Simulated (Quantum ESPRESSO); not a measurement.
# Dielectric function and optical constants of CdF2, part 3 of 3

Wanted: where CdF2 starts to absorb, how strongly, and its refractive index.

Quantum ESPRESSO 7.5; DFT, PBE, plane waves with norm-conserving potentials (PseudoDojo), scalar-relativistic, independent-particle optical response without local fields and without the non-local commutator.

So far. Step 2 (Ground state): There is a gap, 3.18 eV on this mesh (points off the mesh can give less), so no carriers' term is needed.

### 5. Dielectric function

The spectrum is a sum over vertical transitions between filled and empty bands at the fixed density, so many empty bands are needed.

This step: DFT, PBE, plane waves with norm-conserving potentials (PseudoDojo), scalar-relativistic, independent-particle optical response without local fields and without the non-local commutator (Quantum ESPRESSO 7.5).

Input file epsilon.in:

```
&inputpp
  prefix = 'x'
  outdir = './tmp'
  calculation = 'eps'
/
&energy_grid
  smeartype = 'gauss'
  intersmear = 0.4
  wmin = 0.0
  wmax = 22
  nw = 500
/
```

On the command line:

```sh
> mpirun -n 4 epsilon.x -nk 4 -in epsilon.in
```

Log:

```text
[banner, memory and clock lines left out]

     Broadcasting variables...

     IMPORTANT: XC functional enforced from input :
     Exchange-correlation= PBE
                           (   1   4   3   4   0   0   0)
     Any further DFT definition will be discarded

     G-vector sticks info

     Fermi energy [eV] is:  6.52255
     The system is a dielectric...
     metallic system: redefining wmin =     0.000000

     Performing eps calculation...

     xx,yy,zz plasmon frequences [eV] are:    16.014624011   16.014623965   16.014623971
```

It took 2.1 s on 4 MPI ranks of Arm Neoverse V2, shared host; peak memory 0.05 GiB; 8 s of CPU time.

Read-outs, printed or worked out from the files:

```
electronic dielectric constant ε∞, mean over x, y and z (by symmetry where fewer were run) : 3.549
main peak of Im epsilon, first axis                                                        : 10.43 eV
```

Some rows of epsi_x.dat:

```text
# energy grid [eV]     epsi_x  epsi_y  epsi_z
#
    0.176352705    0.002897870    0.002897870    0.002897870
    1.234468938    0.022244960    0.022244959    0.022244959
    2.292585170    0.054331760    0.054331759    0.054331759
    3.350701403    0.160621504    0.160621502    0.160621502
    4.408817635    1.317697545    1.317697542    1.317697541
    5.466933868    2.416254437    2.416254434    2.416254434
    6.525050100    2.556251707    2.556251704    2.556251704
    7.583166333    2.211186699    2.211186694    2.211186694
    8.641282565    1.711659288    1.711659283    1.711659282
    9.699398798    2.101117545    2.101117539    2.101117539
   10.757515030    2.713545597    2.713545591    2.713545591
   11.815631263    1.778462328    1.778462321    1.778462320
   12.873747495    2.065231900    2.065231892    2.065231892
   13.931863727    3.116216976    3.116216967    3.116216967
   14.989979960    2.155229581    2.155229572    2.155229572
   16.048096192    1.331128736    1.331128726    1.331128726
   17.106212425    1.066227343    1.066227331    1.066227332
   18.164328657    1.204157747    1.204157735    1.204157736
   19.222444890    0.893437227    0.893437214    0.893437217
   20.280561122    1.044597826    1.044597811    1.044597815
   21.338677355    1.072298312    1.072298297    1.072298303
```

The Im ε, any direction has structure finer than the step of the table below, so its rows give means over 0.5 eV, whole bins alone (the curve runs from 0 to 22 eV). Peaks (eV: height): 5.69: 2.78, 6.30: 2.78, 10.45: 3.65, 12.52: 2.51, 13.80: 3.28, 17.64: 1.53, 20.81: 1.31.

Values under the direct gap are tails of Lorentzian lines. Im ε, any direction against photon energy; means over each step:

```csv
photon energy (eV),"Im ε, any direction"
0.5,0.00835
1.0,0.0175
1.5,0.0285
2.0,0.0431
2.5,0.0654
3.0,0.106
3.5,0.219
4.0,0.724
4.5,1.62
5.0,2.05
5.5,2.45
6.0,2.39
6.5,2.56
7.0,2.53
7.5,2.35
8.0,2.11
8.5,1.77
9.0,1.89
9.5,1.89
10.0,3.06
10.5,3.42
11.0,2.19
11.5,1.71
12.0,2.01
12.5,2.42
13.0,2.11
13.5,2.68
14.0,3.05
14.5,2.74
15.0,2.13
15.5,1.55
16.0,1.36
16.5,1.18
17.0,1.08
17.5,1.37
18.0,1.30
18.5,1.14
19.0,0.992
19.5,0.849
20.0,0.952
20.5,1.18
21.0,1.27
21.5,1.09
```

The Re ε, any direction by photon energy:

```csv
photon energy (eV),"Re ε, any direction"
0,3.55
1,3.59
2,3.74
3,4.07
4,4.88
5,4.10
6,3.42
7,2.92
8,2.11
9,2.53
10,3.24
11,1.03
12,2.05
13,1.68
14,0.912
15,-0.0910
16,0.348
17,0.699
18,0.544
19,0.580
20,1.01
21,0.771
22,0.586
```

The refractive index n and extinction k by photon energy:

```csv
photon energy (eV),n,k
0,1.88,0
1,1.90,0.00460
2,1.93,0.0111
3,2.02,0.0257
4,2.22,0.178
5,2.08,0.484
6,1.94,0.569
7,1.85,0.702
8,1.60,0.662
9,1.69,0.579
10,1.97,0.803
11,1.30,0.822
12,1.57,0.649
13,1.47,0.691
14,1.43,1.07
15,1.01,1.05
16,0.933,0.723
17,0.999,0.546
18,0.985,0.653
19,0.932,0.538
20,1.10,0.440
21,1.06,0.600
22,0.966,0.590
```

The reflectivity at normal incidence, any direction has structure finer than the step of the table below, so its rows give means over 1 eV, whole bins alone (the curve runs from 0 to 22 eV). Peaks (eV: height): 4.5: 16.5, 10.5: 19.9, 12.6: 13.5, 14.9: 21.7, 17.8: 10.5, 21.2: 8.39.

Table of reflectivity at normal incidence, any direction by photon energy; means over each step:

```csv
photon energy (eV),"reflectivity at normal incidence, any direction (%)"
1,9.57
2,10.1
3,11.4
4,14.4
5,15.3
6,14.8
7,13.5
8,11.0
9,10.3
10,16.0
11,13.6
12,10.5
13,12.0
14,18.0
15,19.9
16,12.5
17,7.30
18,9.28
19,6.83
20,4.53
21,7.35
```

The loss function −Im 1/ε at q → 0, any direction has structure finer than the step of the table below, so its rows give means over 1 eV, whole bins alone (the curve runs from 0 to 22 eV). Peaks (eV: height): 8.0: 0.238, 11.1: 0.382, 16.4: 0.738, 19.1: 0.760.

Values under the direct gap are tails of Lorentzian lines. Loss function −Im 1/ε at q → 0, any direction against energy loss; means over each step:

energy loss (eV), loss function −Im 1/ε at q → 0, any direction and a bar:
```
        1      0.001 
        2      0.003 
        3      0.007 
        4      0.029 #
        5      0.089 ####
        6      0.136 ######
        7      0.179 #######
        8      0.213 #########
        9      0.179 #######
       10      0.169 #######
       11      0.342 ##############
       12      0.260 ###########
       13      0.283 ############
       14      0.294 ############
       15      0.482 ####################
       16      0.693 #############################
       17      0.629 ##########################
       18      0.628 ##########################
       19      0.715 ##############################
       20      0.516 ######################
       21      0.578 ########################
```

From ε follow the optical constants at some laser and lamp lines:

```csv
wavelength (nm),n,k,R (%),1/α
1064,1.90,0.005,9.6,15 µm
800,1.91,0.008,9.8,8.2 µm
633,1.93,0.011,10.1,4.7 µm
450,1.99,0.020,11.0,1.8 µm
365,2.08,0.041,12.3,701 nm
248,2.08,0.484,14.4,41 nm
193,1.89,0.717,14.7,21 nm
```

Below the direct gap, k and the depth come from the tails of the Lorentzian lines, not from transitions.

Rows near the edge hang on the gap, which this functional as a rule makes too small, and phonon-assisted absorption is left out.

### 6. Summary of results

| Quantity | Value |
| --- | --- |
| electronic dielectric constant ε∞, mean over x, y and z (by symmetry where fewer were run) (independent particles) | 3.55 |
| main peak of Im epsilon, first axis | 10.4 eV |

What this shows: At this level (PBE, independent particles) CdF2 has ε∞ = 3.55 and n = 1.89 at 1550 nm, and Im ε peaks at 10.4 eV. Distinct maxima of Im ε, read by a parabola through the highest points, lie at 5.68 eV (2.8), 6.33 eV (2.8), 10.43 eV (3.7) and 13.78 eV (3.3). Excitons and phonon-assisted transitions are missing, and so are local fields; PBE gaps are as a rule too small, which pulls the onset down and ε∞ up. epsilon.x leaves out the commutator of the non-local potential, so its intensities are off, as a rule too high. The sum runs over mesh points, so small or evenly spaced maxima can still be ripples of the mesh.

[Machine, clock, banner and «Message from routine» lines are left out of the logs.]

[Logs are printed without paths, hosts, clocks, repeated set-up lines and the standing remarks that a program may print on its own settings, such as how far it seeks lower states.]

[Hosts, paths, dates, database ids (printed as entryN), source tags and the programs' standing remarks are cut or masked in the printed files.]
